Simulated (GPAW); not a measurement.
# Fe3 on MgO3 001: anisotropy with GPAW

One collinear state of Fe3 on MgO3 001 is converged, and its anisotropy computed from it.

Main program and level: GPAW 26.7.0; PBE; plane waves with GPAW's PAW setups, scalar-relativistic.

### Step 1. The system as given

The cell holds 9 atoms: 3 Mg, 3 O and 3 Fe. Cell: a = 2.978 Å, b = 2.978 Å, c = 21.022 Å, α = 90.0°, β = 90.0°, γ = 90.0°. ideal sites on the substrate's mesh, layer spacings from atomic volumes, unrelaxed, 12 A of vacuum. Vacuum lies along c.

### Step 2. The magnetic state

All later steps read the density of this run.

order1.py

```python
import json
import numpy as np
from ase import Atoms
from ase.parallel import paropen, parprint
from gpaw import GPAW

atoms = Atoms(['Mg', 'O', 'Mg', 'O', 'Mg', 'O', 'Fe', 'Fe', 'Fe'],
    cell=[[2.978334, 0.0, 0.0],
         [0.0, 2.978334, 0.0],
         [0.0, 0.0, 21.022]],
    scaled_positions=[[0.0, 0.0, 0.285415],
         [0.5, 0.5, 0.285415],
         [0.5, 0.5, 0.385596],
         [0.0, 0.0, 0.385596],
         [0.0, 0.0, 0.485777],
         [0.5, 0.5, 0.485777],
         [0.5, 0.5, 0.588051],
         [0.0, 0.0, 0.651318],
         [0.5, 0.5, 0.714585]],
    pbc=True,
    magmoms=[0.0, 0.0, 0.0, 0.0, 0.0, 0.0, 2.6, 2.6, 2.6])
atoms.calc = GPAW(mode={'name': 'pw', 'ecut': 600},
    xc='PBE',
    kpts={'size': (16, 16, 1), 'gamma': True},
    occupations={'name': 'fermi-dirac', 'width': 0.05},
    convergence={'density': 1e-05, 'energy': 1e-05},
    maxiter=250,
    mixer={'name': 'pulay', 'beta': 0.03, 'nmaxold': 8, 'weight': 100},
    symmetry={'tolerance': 1e-4},
    txt='order1.txt')
e = atoms.get_potential_energy(force_consistent=True)
res = {'free_energy': e, 'energy_sigma0': atoms.get_potential_energy(), 'fermi_energy': atoms.calc.get_fermi_level()}
res['moments'] = atoms.get_magnetic_moments().tolist()
res['total'] = atoms.get_magnetic_moment()
parprint('site moments (muB):', np.round(res['moments'], 3))
parprint(f"total moment: {res['total']:.3f} muB")
parprint(f'free energy: {e:.6f} eV')
atoms.calc.write('order1.gpw')
with paropen('results.json', 'w') as f:
    json.dump(res, f)
```

The run is started by

```console
OMP_NUM_THREADS=1 mpirun -n 4 gpaw python order1.py > order1.log
```

The program printed:

```text
site moments (muB): [ 0.000e+00  0.000e+00  2.000e-03  2.000e-03 -8.000e-03  2.600e-02
  2.877e+00  2.488e+00  2.972e+00]
total moment: 8.525 muB
free energy: -60.461641 eV

--- order1.txt ---
Input parameters:
  mode=PW(ecut=600),
  convergence={'density': 1e-05, 'energy': 1e-05},
  kpts=MonkhorstPack(size=(16, 16, 1), gamma=True),
  maxiter=250,
  mixer=Pulay(name='pulay', nmaxold=8, beta=0.03, weight=100, sigma=0.015, g_ss=None),
  occupations=Occupations(name='fermi-dirac', width=0.05),
  symmetry=Symmetry(tolerance=0.0001),
  xc=XC(name='PBE')

Diagonalizing LCAO Hamiltonian
Converting LCAO to pw mode
   .------.
  /|      |
 * |      |
 | |      |
 | |      |
 | |      |
 | |      |
 | |      |
 | | Fe   |
 | |      |
 | |      |
 Fe|      |
 | | Fe   |
 | |      |
 | | O    |
 Mg|      |
 | |      |
 | | Mg   |
 O |      |
 | |      |
 | | O    |
 Mg|      |
 | |      |
 | |      |
 | |      |
 | |      |
 | .------.
 |/      /
 *------*

Atoms  # Å, Bohr magnetons
|   | symbol |        x |        y |         z |    initial magnetic moments |
|---|--------|----------|----------|-----------|-----------------------------|
| 0 |     Mg | 0.000000 | 0.000000 |  5.999994 | ( 0.0000,  0.0000,  0.0000) |
| 1 |      O | 1.489167 | 1.489167 |  5.999994 | ( 0.0000,  0.0000,  0.0000) |
| 2 |     Mg | 1.489167 | 1.489167 |  8.105999 | ( 0.0000,  0.0000,  0.0000) |
| 3 |      O | 0.000000 | 0.000000 |  8.105999 | ( 0.0000,  0.0000,  0.0000) |
| 4 |     Mg | 0.000000 | 0.000000 | 10.212004 | ( 0.0000,  0.0000,  0.0000) |
| 5 |      O | 1.489167 | 1.489167 | 10.212004 | ( 0.0000,  0.0000,  0.0000) |
| 6 |     Fe | 1.489167 | 1.489167 | 12.362008 | ( 0.0000,  0.0000,  2.6000) |
| 7 |     Fe | 0.000000 | 0.000000 | 13.692007 | ( 0.0000,  0.0000,  2.6000) |
| 8 |     Fe | 1.489167 | 1.489167 | 15.022006 | ( 0.0000,  0.0000,  2.6000) |

Unit cell  # Å
| periodic |        x |        y |         z |   lengths |    angles |
|----------|----------|----------|-----------|-----------|-----------|
|      yes | 2.978334 | 0.000000 |  0.000000 |  2.978334 | 90.000000 |
|      yes | 0.000000 | 2.978334 |  0.000000 |  2.978334 | 90.000000 |
|      yes | 0.000000 | 0.000000 | 21.022000 | 21.022000 | 90.000000 |

Number of symmetries: 8

BZ-sampling:
  Number of BZ points: 256
  Number of IBZ points: 45

  Monkhorst-Pack size: [16, 16, 1]
  Monkhorst-Pack shift: [0.03125, 0.03125, 0.0]

Plane wave coefficients: 6282
Cutoff: 600.0 eV

Spin-components: 2 (collinear spins)
Bands:           52
Projectors:      48
Spin-degeneracy: 1
Datatype:        complex128

Parallelization:
  kpt:    4
  domain: 1
  band:   1

Density:
  Valence electrons: 72.0
  Components: 2
  Grid points: [ 18  18 120]
  Charge: 0.0  # |e|

Potential:
  Grid points: [ 18  18 120]

[... setups left out ...]
Reference energy: -126329.855369  # eV

eigensolver:
  PPCG
  Converge bands: occupied
  niter=2

density mixing:
  Pulay-Mixer
  Linear mixing parameters: 0.03
  Old densities: 8
  Fourier metric: weight=100, sigma=0.015

occupation numbers:
  Fermi-Dirac:
    width: 0.0500  # eV

poisson solver:
  ecut: 4800.0  # eV

xc functional:
  name: PBE with 2 nearest neighbor stencil

convergence criteria:
- Maximum integral of absolute [dens]ity change: 1e-05 electrons / valence electron
- Maximum [total energy] change in last 3 cyles: 1e-05 eV / valence electron
- Maximum integral of absolute [eigenst]ate change: 4e-08 eV^2 / valence electron
maximum number of iterations: 250

SCF iterations
|iter     |      energy | eigst |  dens |  magmom |
|---------|-------------|-------|-------|---------|
|iter:   1|       0s |  -65.632768 | +0.41 |       |  +7.8140|
|iter:   2|      13s |  -64.550311 | -1.13 | -0.89 |  +7.8226|
|iter:   3|      27s |  -63.536257 | -1.53 | -0.94 |  +7.8337|
|iter:   4|      41s |  -62.058567 | -1.40 | -0.99 |  +7.8564|
|iter:   5|      55s |  -60.295624 | -0.49 | -1.05 |  +7.9435|
|iter:   6|      69s |  -60.262019 | -1.97 | -1.27 |  +7.9484|
|iter:   7|      83s |  -60.296433 | -2.05 | -1.30 |  +8.0777|
|iter:   8|      96s |  -60.297214 | -3.02 | -1.42 |  +8.0989|
|iter:   9|     110s |  -60.376836 | -2.42 | -1.46 |  +8.2273|
|iter:  10|     124s |  -60.426988 | -2.32 | -1.67 |  +8.3553|
[... 19 iterations left out ...]
|iter:  30|     396s |  -60.449728c| -7.17 | -4.19 |  +8.5258|
|iter:  31|     403s |  -60.449728c| -7.88c| -4.35 |  +8.5257|
|iter:  32|     409s |  -60.449729c| -7.89c| -4.41 |  +8.5256|
|iter:  33|     416s |  -60.449728c| -7.97c| -4.48 |  +8.5255|
|iter:  34|     422s |  -60.449728c| -7.73c| -4.57 |  +8.5253|
|iter:  35|     429s |  -60.449728c| -8.26c| -4.70 |  +8.5252|
|iter:  36|     435s |  -60.449728c| -8.34c| -4.73 |  +8.5253|
|iter:  37|     442s |  -60.449729c| -7.94c| -4.80 |  +8.5253|
|iter:  38|     448s |  -60.449729c| -8.35c| -4.97 |  +8.5253|
|iter:  39|     454s |  -60.449729c| -8.70c| -5.01c|  +8.5252|

Converged in 39 steps
Energy contributions relative to reference atoms: (reference = -126329.855369)

Energy contributions:
  Kinetic:          56.830773
  Coulomb:         -47.523496
  Zero:              0.433250
  External:          0.000000
  Xc:              -70.178342
  Entropy:          -0.023825
  Spinorbit:         0.000000
  ----------------------------
  Free energy:     -60.461641
  Extrapolated:    -60.449729

dipole moment: (-24.159225, -24.159225, -0.272468)  # |e|*Ang

Total magnetic moment: (0.000000, 0.000000, 8.525243)

Local magnetic moments
|        x |        y |         z |
|----------|----------|-----------|
| 0.000000 | 0.000000 |  0.000107 |  # Mg   0
| 0.000000 | 0.000000 |  0.000123 |  # O    1
| 0.000000 | 0.000000 |  0.001839 |  # Mg   2
| 0.000000 | 0.000000 |  0.001813 |  # O    3
| 0.000000 | 0.000000 | -0.008286 |  # Mg   4
| 0.000000 | 0.000000 |  0.025954 |  # O    5
| 0.000000 | 0.000000 |  2.877423 |  # Fe   6
| 0.000000 | 0.000000 |  2.487865 |  # Fe   7
| 0.000000 | 0.000000 |  2.972063 |  # Fe   8

Fermi level: 2.995
Eigenvalues  # (at kpt = [0.000, 0.000, 0.000])
| band index |      eig [eV] | occ [0-1] |      eig [eV] | occ [0-1] |
|------------|---------------|-----------|---------------|-----------|
|          0 |       -73.175 |     1.000 |       -73.175 |     1.000 |
|        ... |               |           |               |           |
|         29 |         0.313 |     1.000 |         2.779 |     0.987 |
|         30 |         0.353 |     1.000 |         2.958 |     0.675 |
|         31 |         0.353 |     1.000 |         2.958 |     0.675 |
|         32 |         0.523 |     1.000 |         3.230 |     0.009 |
|         33 |         0.523 |     1.000 |         3.230 |     0.009 |
|         34 |         1.008 |     1.000 |         3.253 |     0.006 |
|         35 |         1.076 |     1.000 |         3.366 |     0.001 |
|         36 |         1.290 |     1.000 |         3.910 |     0.000 |
|         37 |         1.817 |     1.000 |         4.237 |     0.000 |
|         38 |         1.817 |     1.000 |         4.524 |     0.000 |
|         39 |         2.154 |     1.000 |         4.525 |     0.000 |
|         40 |         2.358 |     1.000 |         4.525 |     0.000 |
|         41 |         3.325 |     0.001 |         5.072 |     0.000 |
|         42 |         4.060 |     0.000 |         5.111 |     0.000 |
|         43 |         5.484 |     0.000 |         5.711 |     0.000 |
|        ... |               |           |               |           |
|         51 |        12.352 |     0.000 |        11.125 |     0.000 |

No gap
No difference between direct/indirect transitions
```

Elapsed: 7.9 min, on 4 MPI ranks of Arm Neoverse V1, shared host; peak memory 1.5 GiB; 32 min of CPU time.

Spin moment in the augmentation sphere by atom:

```tsv
atom	spin moment in the augmentation sphere (μB)
Mg1	0.00
O2	0.00
Mg3	0.00
O4	0.00
Mg5	-0.01
O6	0.03
Fe7	2.88
Fe8	2.49
Fe9	2.97
```

Read from the output:

| Property | Result |
| --- | --- |
| magnetization | 8.525 μB |
| final state | ferromagnetic |

After 39 cycles the largest moment stands at 2.97 μB.

### Step 3. Non-self-consistent run

The steps that follow sum over empty states, which the ground-state run does not converge; 77 states a spin are converged here at the frozen density and written with their wave functions.

It starts from the saved density of the lowest of the states tried.

nscf.py

```python
from gpaw import GPAW

calc = GPAW('order1.gpw').fixed_density(
    kpts={'size': (24, 24, 1), 'gamma': True},
    nbands=81,
    convergence={'bands': 77, 'eigenstates': 1e-9},
    eigensolver='ppcg',
    parallel={'domain': 1},
    txt='nscf.txt')
calc.write('nscf.gpw', mode='all')
```

The run is started by

```console
OMP_NUM_THREADS=1 mpirun -n 4 gpaw python nscf.py > nscf.log
```

The program printed:

```text
Input parameters:
  mode=PW(ecut=600),
  convergence={'bands': 77, 'eigenstates': 1e-09},
  eigensolver=PPCG(niter=2, min_niter=1, max_buffer_mem=209715200, blocksize=None, rr_modulo=5, include_cg=True, promote_inner_dtype=False, tolerances=None),
  gpts=array([ 18,  18, 120]),
  kpts=MonkhorstPack(size=(24, 24, 1), gamma=True),
  maxiter=250,
  mixer=Pulay(name='pulay', nmaxold=8, beta=0.03, weight=100, sigma=0.015, g_ss=None),
  nbands=81,
  occupations=Occupations(name='fermi-dirac', width=0.05),
  parallel={'domain': 1},
  symmetry=Symmetry(tolerance=0.0001),
  xc=XC(name='PBE')
```

Elapsed: 33 min, on 4 MPI ranks; peak memory 2.8 GiB.

### Step 4. Energy against the direction of the moments

Spin–orbit coupling is added in the basis of the saved states for each direction of the moments. The change in the band energy is the anisotropy energy, with no new self-consistent run.

anisotropy.py

```python
import json
import numpy as np
from ase.parallel import paropen, parprint
from gpaw import GPAW
from gpaw.spinorbit import soc_eigenstates

calc = GPAW('nscf.gpw')
angles = [[0.0, 0.0], [90.0, 0.0], [90.0, 90.0]]  # theta, phi in degrees
res = {'rows': []}
for scale in [1.0]:
    e0 = None
    for theta, phi in angles:
        soc = soc_eigenstates(calc, n2=77, scale=scale, theta=theta, phi=phi)
        e = soc.calculate_band_energy()
        e0 = e if e0 is None else e0
        orbital = soc.get_orbital_magnetic_moments()
        res['rows'].append([scale, theta, phi, 1000 * (e - e0), orbital.tolist()])
        parprint(f'scale {scale} theta {theta:6.1f} phi {phi:6.1f}  dE = {1000 * (e - e0):9.4f} meV  |L| =', np.round(np.linalg.norm(orbital, axis=1), 4))
with paropen('results.json', 'w') as f:
    json.dump(res, f)
```

The run is started by

```console
OMP_NUM_THREADS=1 mpirun -n 4 gpaw python anisotropy.py > anisotropy.log
```

The program printed:

```text
scale 1.0 theta    0.0 phi    0.0  dE =    0.0000 meV  |L| = [0.000e+00 0.000e+00 1.000e-04 0.000e+00 1.000e-04 9.000e-04 1.186e-01
 7.480e-02 1.053e-01]
scale 1.0 theta   90.0 phi    0.0  dE =    1.8342 meV  |L| = [0.     0.     0.     0.     0.0008 0.0001 0.0786 0.0561 0.0818]
scale 1.0 theta   90.0 phi   90.0  dE =    1.8342 meV  |L| = [0.     0.     0.     0.     0.0008 0.0001 0.0786 0.0561 0.0818]
```

Wall time 20 s (4 MPI ranks); peak memory 3.4 GiB; 79 s of CPU time.

Directions, in the order of the table: the normal; the first cell vector; the in-plane normal to it.

Theta from the Cartesian z axis, phi from x; spin up lies along the direction. Anisotropy, by row:

```tsv
spin-orbit scale	theta (degrees)	phi (degrees)	energy less the first direction's (meV a cell)	orbital moment of atom 9 along the direction (μB)	sum of orbital moments along the direction (μB a cell)
1	0	0	0	0.1053	0.2999
1	90	0	1.834	0.08177	0.2174
1	90	90	1.834	0.08177	0.2174
```

### Step 5. What came out

* state: ferromagnetic
* largest site moment: 2.97 μB
* spread of the directions' energies: 1.83 meV a cell
* easiest direction tried: the normal

**Reading.** About the ferromagnetic state the directions differ by 1.83 meV a cell, with the normal easiest. The anisotropy comes from the force theorem at a frozen potential; it needs a check on a finer mesh, and shape anisotropy is not in it.

[Long decimals in the printed logs are rounded to 6 places.]

[Logs and program files are shortened in this print: banners, set-up blocks, solver, clock and traceback lines can be left out without a mark of their own.]

[Logs are printed without paths, hosts, clocks, repeated set-up lines and the standing remarks that a program may print on its own settings, such as how far it seeks lower states.]

[Hosts, paths, dates, database ids (printed as entryN), source tags and the programs' standing remarks are cut or masked in the printed files.]

[Where the starting crystal was built by hand or by swapping elements, it need not be the compound's stable phase.]

[Where a cell is said to come from a database of computed structures, the database is the Materials Project.]

[Runs that the program refused, that were killed for memory or that had too few empty states are not shown or counted.]

[Lattice constants of own cells that a recipe calls measured were typed without a cited source.]
